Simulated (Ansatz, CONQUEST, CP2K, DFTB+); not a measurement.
# Phosphorene, 4 layers, S on P sites (96 atoms): one structure in several programs

Wanted: errors and costs of other methods on phosphorene, 4 layers, S on P sites (96 atoms). A plane-wave run serves as the reference.

Program: Ansatz 0.2.0. Level of theory: Kohn-Sham DFT, PBE, PAW, plane waves. Results are calculated unless marked as measured.

### 1. The structure

The cell holds 96 atoms: 75 P and 21 S. Cell: a = 10.340 Å, b = 9.102 Å, c = 34.578 Å, α = 90.0°, β = 90.0°, γ = 90.0°. It derives from P (phosphorene). 4 layers of phosphorene (a = 3.314 Å), 3 x 2 cells, biaxial strain +4 %, every second layer slid by 0.500 of a1; facing planes 3.43, 3.33, 3.29 Å apart; 16 Å of vacuum; 21 of 96 P replaced by S at random; displaced by a Gaussian of 0.04 Å. Then every atom was moved at random, 0.02 Å r.m.s. a Cartesian component. Regions: layer 1, 24 atoms (13 P and 11 S); layer 2, 24 atoms (21 P and 3 S); layer 3, 24 atoms (21 P and 3 S); layer 4, 24 atoms (20 P and 4 S). Vacuum lies along c.

### 2. The reference run

The PAW files are the set soft_2.

input.yaml reads:

```yaml
crystal:
  lattice:
    - [10.3397, 0.0, 0.0]
    - [0.0, 9.1021, 0.0]
    - [0.0, 0.0, 34.578]
  atoms:
    - { symbol: P, position: [0.9913, 0.0428, 0.29154] }
    - { symbol: S, position: [0.99796, 0.96532, 0.23096] }
    - { symbol: P, position: [0.16978, 0.21454, 0.29197] }
    - { symbol: P, position: [0.16698, 0.29597, 0.22906] }
    [... 86 atom lines left out ...]
    - { symbol: P, position: [0.99981, 0.21365, 0.77027] }
    - { symbol: P, position: [0.00556, 0.28944, 0.70733] }
    - { symbol: P, position: [0.83916, 0.53214, 0.76697] }
    - { symbol: P, position: [0.83421, 0.45567, 0.70653] }
    - { symbol: P, position: [0.00703, 0.71869, 0.76851] }
    - { symbol: P, position: [9.0e-05, 0.78195, 0.70595] }
kpoints:
  mp_grid: { grid: [1, 1, 1] }
hamiltonian:
  xc: pbe
scf:
  occupations: { method: fermi_dirac, width: 0.05 }
output:
  forces: true
  eigenvalues: true
  populations: true
```

Started as:

```
$ ansatz run input.yaml --threads 4 --pin off --max-ram 8192MiB --backend cpu --events-out ev --progress --plain --runs-dir out
```

The log of the run:

```text
[...]
Pseudopotentials: kind: paw
Pseudopotential: P, paw, valence charge 5, recommended cutoff 420 eV (normal), P.paw.azcp
Pseudopotential: S, paw, valence charge 6, recommended cutoff 420 eV (normal), S.paw.azcp
[... 5 lines on functional and potentials left out ...]
Crystal: 96 atoms, lattice volume = 3254.239 Å³
Basis set: ecut = 420 eV, 63495 PW (Γ), exchange–correlation on 144×128×480 points (8 copies of the dense FFT grid, shifted against one another)
Bands: 347, of which v1, the nominal top of the filled ones, is band 251 counted from 1 (250 counted from 0)
Symmetry: 1 space group operations
Space group: P1 (ITA 1), of the structure as read, at distance tolerance 1.5e-4 Å
k-points: 1
[... 5 lines on functional and potentials left out ...]
Initial density: superposition of atomic densities (neutral atoms: chi_scale 0, normalization atom), corrected by the library's trained network
Initial wavefunctions: pseudopotential atomic-orbital guess
[...]
SCF iter   1: F=—  HF=-75594.482899 eV  |F-HF|=—  |Δ(HF+E_count)|=         —  Δρ=6.89e-3  dr2=2.78e1  ethr=1.77e-3  ⟨swp⟩=8.0  Hψ=1852  notcnv=0  defer=27
preconditioner: auto → LDOS  [metal: Δε(μ)=0.090 eV  Ē_g=8.511 eV  σ=0.050 eV  W_gap=0.42  n_scr=438 (ndim 8)  ℏωp=14.6 eV  f_vac=0.354  D(μ)=40.41/eV (n_scr^D=180)  β→1.0]
[...]
SCF iter  13: F=—  HF=-75593.649486 eV  |F-HF|=—  |Δ(HF+E_count)|=   5.24e-8  Δρ=1.25e-6  dr2=1.41e-7  ethr=1.33e-10  ⟨swp⟩=2.0  Hψ=492  notcnv=0  defer=46
SCF iter  14: F=-75593.649486 eV  HF=-75593.649486 eV  |F-HF|=2.16e-8  |Δ(HF+E_count)|=   2.14e-9  Δρ=6.74e-7  dr2=4.29e-8  ethr=2.00e-11  ⟨swp⟩=14.0  Hψ=1867  notcnv=0
SCF 1 converged in 14 iterations: F = -75593.649486 eV  dr2 = 4.29e-8
[...]
SCF converged after 14 iterations
Free energy (F): -75593.649486 eV
Harris-Foulkes:  -75593.649486 eV  (|F-HF|=2.16e-8)
Internal energy: -75593.302368 eV  (E = F + TS)
E sigma→0 (E₀):  -75593.475927 eV
Entropy (-TS):   -0.347118 eV (-3.616 meV/atom)
Fermi energy:    2.314802 eV
--- Per-component energies (eV) ---
[...]
Σ components = -75593.649486   (vs F -75593.649486, Δ=0.00e0)
--- Forces (eV/Å), atoms counted from 1 ---
  atom   1  P      0.27447857     0.73687876    -0.33233006
  atom   2  S      0.24375993     2.27154432     0.26129699
  atom   3  P     -1.11906723    -0.10150640    -0.00172854
  atom   4  P     -0.03307170    -0.32911877     0.00003775
[...]
atom  96  P     -0.33875955     0.56878971     0.43961062
  max |Σ_I F_I| component: 1.89e-5 eV/Å
--- Band table (eV) ---
  k-point 0: bands = ["-14.5531", "-14.2220", "-14.0240", "-14.0122", [... 331 levels ...], "5.1163", "5.1376", "5.1664", "5.1993", "5.2223", "5.2621", "5.2877", "5.2973", "5.3619", "5.4146", "5.4632", "5.5120"]
--- Löwdin populations: 96 sites ---
  site symbol       q [e]
     0      P      4.7805
     1      S      6.0049
     2      P      4.9707
[...]
95      P      4.9511
  spilling = 0.015627 (of n_electrons = 501.000000)
```

Wall time 26 s (4 threads of Intel Xeon Platinum 8488C (Sapphire Rapids), shared host); peak memory 3.4 GiB; 99 s of CPU time.

Read from the output:

* free energy: -75593.6495 eV
* free energy per atom: -787.4338 eV/atom
* SCF cycles: 14
* r.m.s. force component: 0.666 eV/Å
* longest force: 3.039 eV/Å
* Fermi energy: 2.315 eV
* levels partly filled by over 2 per cent: 7
* spilling of the projection: 0.01563

Length of the force by element:

```csv
element,coordination,atoms,mean length of the force (eV/Å),spread,least,most
P,all,75,0.847,0.304,0.131,1.59
S,all,21,1.55,0.883,0.443,3.04
```

Löwdin charges by element (they lack the spilled electrons, 0.082 e an atom on average):

```csv
element,coordination,atoms,mean charge (e),spread,least,most
P,all,75,0.0933,0.0469,0.0277,0.257
S,all,21,0.0397,0.0515,-0.112,0.116
```

Charge against the make-up of the first shell:

```csv
P neighbours of P,atoms,mean charge (e)
0,1,0.257
1,7,0.167
2,28,0.118
3,39,0.058
```

By region:

```csv
region,atoms,mean length of the force (eV/Å)
layer 1,24,1.30
layer 2,24,0.713
layer 3,24,1.07
layer 4,24,0.918
```

The levels nearest the highest filled one (over half full), pooled over k-points and spins:

```csv
level less the highest filled one (eV),occupation
-0.23,1.98
-0.195,1.96
-0.173,1.94
-0.0693,1.62
-0.0331,1.35
0,1.03
0.0413,0.638
0.0694,0.422
0.192,0.045
0.232,0.021
0.353,0.002
0.380,0.001
```

### 3. What was run beside it

The programs:
- CONQUEST 1.3: pseudo-atomic orbitals (double zeta with polarisation, or contracted to multi-site or on-site support functions) with norm-conserving potentials on an integration grid.
- CP2K 2026.2: Gaussian basis with GTH pseudopotentials and a plane-wave density; labels give functional, basis (MOLOPT sets; SR short-range, UZH the newer set with its own potentials), grid cutoff/relative cutoff and solver (OT: orbital transformation; TRS4, TC2, SIGN: linear-scaling purification with its sparsity filter), or its built-in tight binding.
- DFTB+ 25.1: tight binding, with Slater–Koster sets (DFTB) or xTB through its tblite library.

All use the same cell and atoms; the electronic-structure runs use the same k-mesh, and an electronic temperature of 580 K (0.05 eV) where levels are smeared.

Differences are against the plane-wave reference, forces as r.m.s. over components; share is that over the reference's r.m.s. force, slope the least-squares factor from reference forces to these. Total energies of different programs have different zeros and aren't compared.

```csv
run,"Δ force, r.m.s. (meV/Å)",share (%),slope,cores,CPU time,memory (GiB)
reference,-,-,-,4,99 s,3.4
"CONQUEST PBE, grid 80 Ha",152,22.8,1.039,2,6.6 min,6.1
"CONQUEST PBE, grid 80 Ha, multi-site 5 bohr (coarse)",639,96.0,1.181,2,4.6 min,5.7
"CP2K PBE, DZVP-UZH, 350/30 Ry, diagonalisation (coarse)",87.0,13.1,1.003,4,6.7 min,4.7
"CP2K PBE, DZVP-UZH, 350/50 Ry, diagonalisation",87.0,13.1,1.003,4,7.6 min,4.7
"CP2K revPBE, PBE potentials, DZVP-UZH, 350/50 Ry, diagonalisation",73.6,11.0,1.021,4,7.9 min,4.7
DFTB+ DFTB 3ob-3-1,1234,185,1.842,1,8.4 s,0.18
DFTB+ GFN2-xTB,588,88.3,1.305,1,23 s,0.27
DFTB+ IPEA1-xTB,619,93.0,1.212,1,14 s,0.25
```

Rows marked coarse were listed beforehand as settings not expected to be converged; some can still land near the reference.

CPU time is summed over cores on a shared host, where runs went side by side, so it is rough. Symmetry, cutoffs, thresholds, outputs and thread counts weren't matched or tuned between programs; memory under MPI is the largest rank's times the ranks.

Mean charges by element (e), by run and scheme:

```csv
run,scheme,P,S
reference,Löwdin,+0.09,+0.04
"CP2K PBE, DZVP-UZH, 350/50 Ry, diagonalisation",Mulliken,+0.03,-0.11
"CP2K PBE, DZVP-UZH, 350/50 Ry, diagonalisation",Hirshfeld,0.00,0.00
"CP2K revPBE, PBE potentials, DZVP-UZH, 350/50 Ry, diagonalisation",Mulliken,+0.03,-0.11
"CP2K revPBE, PBE potentials, DZVP-UZH, 350/50 Ry, diagonalisation",Hirshfeld,0.00,0.00
DFTB+ DFTB 3ob-3-1,Mulliken,+0.02,-0.06
DFTB+ GFN2-xTB,Mulliken,+0.02,-0.09
DFTB+ IPEA1-xTB,Mulliken,+0.02,-0.08
```

The reference's Löwdin charges lack the electrons that the projection spills, 0.082 e an atom on average.

Within one program, basis, potentials and functional, energies share a zero. Each run against its twin at the usual cutoff or grid and solver:

```csv
run,twin,Δ energy (meV/atom),"Δ force, r.m.s. (meV/Å)",CPU time over the twin's
"CP2K PBE, DZVP-UZH, 350/30 Ry, diagonalisation","DZVP-UZH, 350/50 Ry, diagonalisation",-0.0466,0.211,0.88
```

### 4. Results

```json
{
  "reference r.m.s. force component": "0.666 eV/Å",
  "nearest in forces": "CP2K revPBE, PBE potentials, DZVP-UZH, 350/50 Ry, diagonalisation, 11 %",
  "farthest in forces": "DFTB+ DFTB 3ob-3-1, 185 %",
  "cheapest electronic-structure run beside the reference": "DFTB+ DFTB 3ob-3-1, 8.4 s of CPU time"
}
```

**Reading.** The PBE runs in local orbitals, coarse settings apart, differ by 13 % (CP2K PBE, DZVP-UZH, 350/50 Ry, diagonalisation) to 23 % (CONQUEST PBE, grid 80 Ha); basis, grid and potentials can all enter. Tight binding differs by 88 % (DFTB+ GFN2-xTB) to 185 % (DFTB+ DFTB 3ob-3-1); it is another model, with fitted parameters of its own, and the xTB methods hold dispersion. Rows with another functional or a dispersion term differ by 11 % (CP2K revPBE, PBE potentials, DZVP-UZH, 350/50 Ry, diagonalisation), which mixes the change of model with differences of basis and potentials, some of them made for another functional. IPEA1-xTB was fitted to ionisation energies and electron affinities, not to forces or charges. Runs with settings chosen to be coarse differ by 13 % (CP2K PBE, DZVP-UZH, 350/30 Ry, diagonalisation) to 96 % (CONQUEST PBE, grid 80 Ha, multi-site 5 bohr), their programs' other errors included. Of the electronic-structure runs that take under half the reference's CPU time, DFTB+ GFN2-xTB comes nearest, at 88 % in 23 s against 99 s, too far off to be of use. Charges hang on model, scheme and program or settings: among these rows the mean for S runs from -0.11 to +0.04 e. In the reference: 7 levels are partly filled, by over 2 % (at Γ alone): at this level the cell shows no clear gap. Levels of broken or missing bonds inside a gap of the host would look the same. In the reference: mean Löwdin charges: P +0.09, S +0.04 e (they miss 1.6 % of the electrons, so they add up to more than the cell's charge). Periodic xTB results under one method name differ between programs and library versions (DFTB+ here holds tblite 0.3). The electron count is odd in these runs, and they have no spin polarisation, so the unpaired electron is spread evenly over both spins. The electron count is odd and the run has no spin polarisation, so levels at the top are partly filled by construction. The electronic-structure runs sample only Γ, in a cell whose shortest periodic width is 9 Å, which is coarse for a cell with partly filled levels.

[Also dropped from logs without a mark: logging warnings of Python, and SIESTA's first energy breakdown and zero terms.]

[Logs are printed without paths, hosts, clocks, repeated set-up lines and the standing remarks that a program may print on its own settings, such as how far it seeks lower states.]

[Hosts, paths, dates, database ids (printed as entryN), source tags and the programs' standing remarks are cut or masked in the printed files.]
